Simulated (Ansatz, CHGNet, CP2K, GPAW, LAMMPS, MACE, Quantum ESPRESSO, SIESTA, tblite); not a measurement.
# Amorphous Ge (61 atoms), the geometry as built

61 atoms (61 Ge) placed at random at 5.25 g/cm³, melted at 3500 K for 10 ps at fixed volume with the Tersoff potential (Tersoff, Phys. Rev. B 39, 5566 (1989)). Quenched from 3500 K to 500 K at 3 K/ps and fixed volume, held 5 ps.

Calculated values (CP2K 2026.2, Kohn-Sham DFT, PBEsol, GTH-PBE pseudopotentials, Gaussian and plane waves, DZVP-MOLOPT (UZH set), diagonalisation; PBE potentials; DZVP-UZH; 350/50 Ry; levels smeared at 580 K; Γ point; density 5.25 g/cm³) for the geometry as built.

Cell vectors (Å):

```
11.188 0.000 0.000
0.000 11.188 0.000
0.000 0.000 11.188
```

Positions (Å):

```
1 Ge 5.874 6.357 2.452
2 Ge 0.627 6.305 1.507
3 Ge 8.071 0.913 5.154
4 Ge 2.570 5.100 0.094
5 Ge 5.061 8.141 6.039
6 Ge 4.035 5.430 3.666
7 Ge 4.782 5.696 6.022
8 Ge 11.030 11.169 7.457
9 Ge 8.199 4.700 8.400
10 Ge 3.678 2.990 0.907
11 Ge 10.487 3.549 8.982
12 Ge 5.832 2.485 11.059
13 Ge 0.700 7.261 10.154
14 Ge 2.138 6.898 3.361
15 Ge 0.082 2.332 6.918
16 Ge 2.713 10.530 4.315
17 Ge 2.854 5.119 7.139
18 Ge 3.309 3.098 3.352
19 Ge 7.547 1.910 1.548
20 Ge 8.424 7.192 7.864
21 Ge 5.805 9.744 2.577
22 Ge 4.709 8.103 9.954
23 Ge 1.090 5.114 9.073
24 Ge 8.684 4.773 4.822
25 Ge 2.019 10.367 0.654
26 Ge 3.432 1.134 8.788
27 Ge 5.650 0.347 9.646
28 Ge 6.761 4.311 6.384
29 Ge 2.242 1.507 11.016
30 Ge 6.761 8.092 4.048
31 Ge 10.015 8.174 1.966
32 Ge 9.917 2.667 5.028
33 Ge 8.445 4.141 2.199
34 Ge 1.272 6.953 5.815
35 Ge 2.696 8.984 6.026
36 Ge 2.013 10.383 7.980
37 Ge 0.660 2.697 3.371
38 Ge 9.954 10.559 5.161
39 Ge 6.562 8.703 7.996
40 Ge 4.063 1.485 4.802
41 Ge 4.097 7.107 0.935
42 Ge 8.339 7.924 0.190
43 Ge 11.014 10.335 1.593
44 Ge 6.047 1.956 6.294
45 Ge 6.437 0.822 3.454
46 Ge 10.973 2.275 10.961
47 Ge 0.521 0.143 3.649
48 Ge 6.432 9.625 11.122
49 Ge 9.741 8.294 9.510
50 Ge 7.341 0.104 7.769
51 Ge 9.385 10.705 9.141
52 Ge 3.370 9.075 2.468
53 Ge 10.815 3.924 1.596
54 Ge 9.375 0.526 0.218
55 Ge 7.386 5.772 0.804
56 Ge 9.797 6.627 5.940
57 Ge 2.668 2.592 6.763
58 Ge 4.272 5.664 9.381
59 Ge 9.222 8.395 4.201
60 Ge 2.410 8.964 9.893
61 Ge 6.394 4.571 10.029
```

Q: Give the force and the charge of every atom.

Columns: atom, q, fx, fy, fz (forces in eV/Å, q the Hirshfeld charge in e).

```
1 -0.01 -0.159 0.491 0.926
2 0.02 -0.849 -0.214 -0.744
3 -0.02 0.811 0.015 0.864
4 -0.01 0.710 -0.542 -0.633
5 0.01 0.567 -0.229 0.302
6 -0.01 0.008 -1.197 0.546
7 -0.01 1.248 0.759 -0.781
8 -0.01 -0.402 -0.100 -0.821
9 0.01 0.207 0.289 0.269
10 -0.01 0.392 1.049 0.829
11 0.02 -0.752 -0.223 -1.385
12 -0.01 0.157 -0.562 -0.145
13 0.02 -0.286 0.253 0.183
14 0.01 -0.223 0.772 0.470
15 -0.02 0.789 0.048 1.325
16 0.00 0.274 1.167 -0.412
17 -0.01 -1.743 -0.728 0.947
18 0.00 -1.069 1.357 -1.229
19 0.01 0.097 -0.034 -0.215
20 -0.03 0.238 -1.185 -0.099
21 -0.01 -0.058 0.538 -1.164
22 -0.03 -0.050 -0.094 -0.732
23 0.03 1.224 0.217 0.328
24 0.01 -0.799 -0.595 -0.873
25 0.01 0.745 -0.191 0.020
26 -0.02 -0.752 -0.236 -0.155
27 0.02 0.179 0.856 0.045
28 -0.01 0.666 -0.061 -0.552
29 0.00 -1.092 -1.006 -1.186
30 0.00 -0.417 -0.333 0.300
31 -0.01 0.184 -0.534 -0.136
32 -0.02 0.069 0.465 -0.843
33 0.00 0.909 -0.258 0.992
34 0.03 -0.353 -0.386 -0.367
35 -0.01 -0.113 -0.179 1.376
36 -0.02 1.031 -0.250 0.032
37 -0.01 0.502 -0.567 0.956
38 0.03 0.275 -0.793 0.989
39 0.03 -0.999 0.757 -0.546
40 -0.01 0.413 -1.494 0.986
41 0.02 -0.374 -0.173 -0.018
42 0.00 -0.346 0.354 0.803
43 -0.02 -0.509 0.051 -0.541
44 0.05 -0.134 -0.136 0.295
45 0.00 -1.137 -0.249 -0.885
46 0.00 0.945 0.176 0.079
47 -0.02 0.079 1.003 -0.208
48 0.03 -0.058 0.128 1.255
49 -0.03 0.775 0.044 -0.188
50 0.01 -0.367 -0.581 0.249
51 0.01 -0.462 0.030 0.494
52 -0.01 -0.138 0.263 -0.777
53 -0.02 -0.087 1.081 -0.427
54 0.00 -0.503 -0.143 0.607
55 -0.01 0.243 -0.536 -1.414
56 0.00 1.005 0.598 -0.263
57 0.02 -0.186 0.309 0.257
58 0.01 -0.120 0.498 0.121
59 0.00 -0.230 0.019 0.535
60 -0.01 -0.129 -0.012 -0.165
61 -0.02 0.152 0.236 0.526
```

The quench rate of 3 K/ps is many orders above laboratory rates, so the cell is likely richer in defects and strain than a real sample. The network of bonds at the start is that of the classical potential that made the cell, and needn't be the one that DFT or experiment would give. Only the Γ point is sampled, in a cell whose shortest periodic width is 11 Å.

The r.m.s. force component is 0.642 eV/Å; the longest force, 2.12 eV/Å, acts on Ge18.

[Logs are printed without paths, hosts, clocks, repeated set-up lines and the standing remarks that a program may print on its own settings, such as how far it seeks lower states.]

[Hosts, paths, dates, database ids (printed as entryN), source tags and the programs' standing remarks are cut or masked in the printed files.]
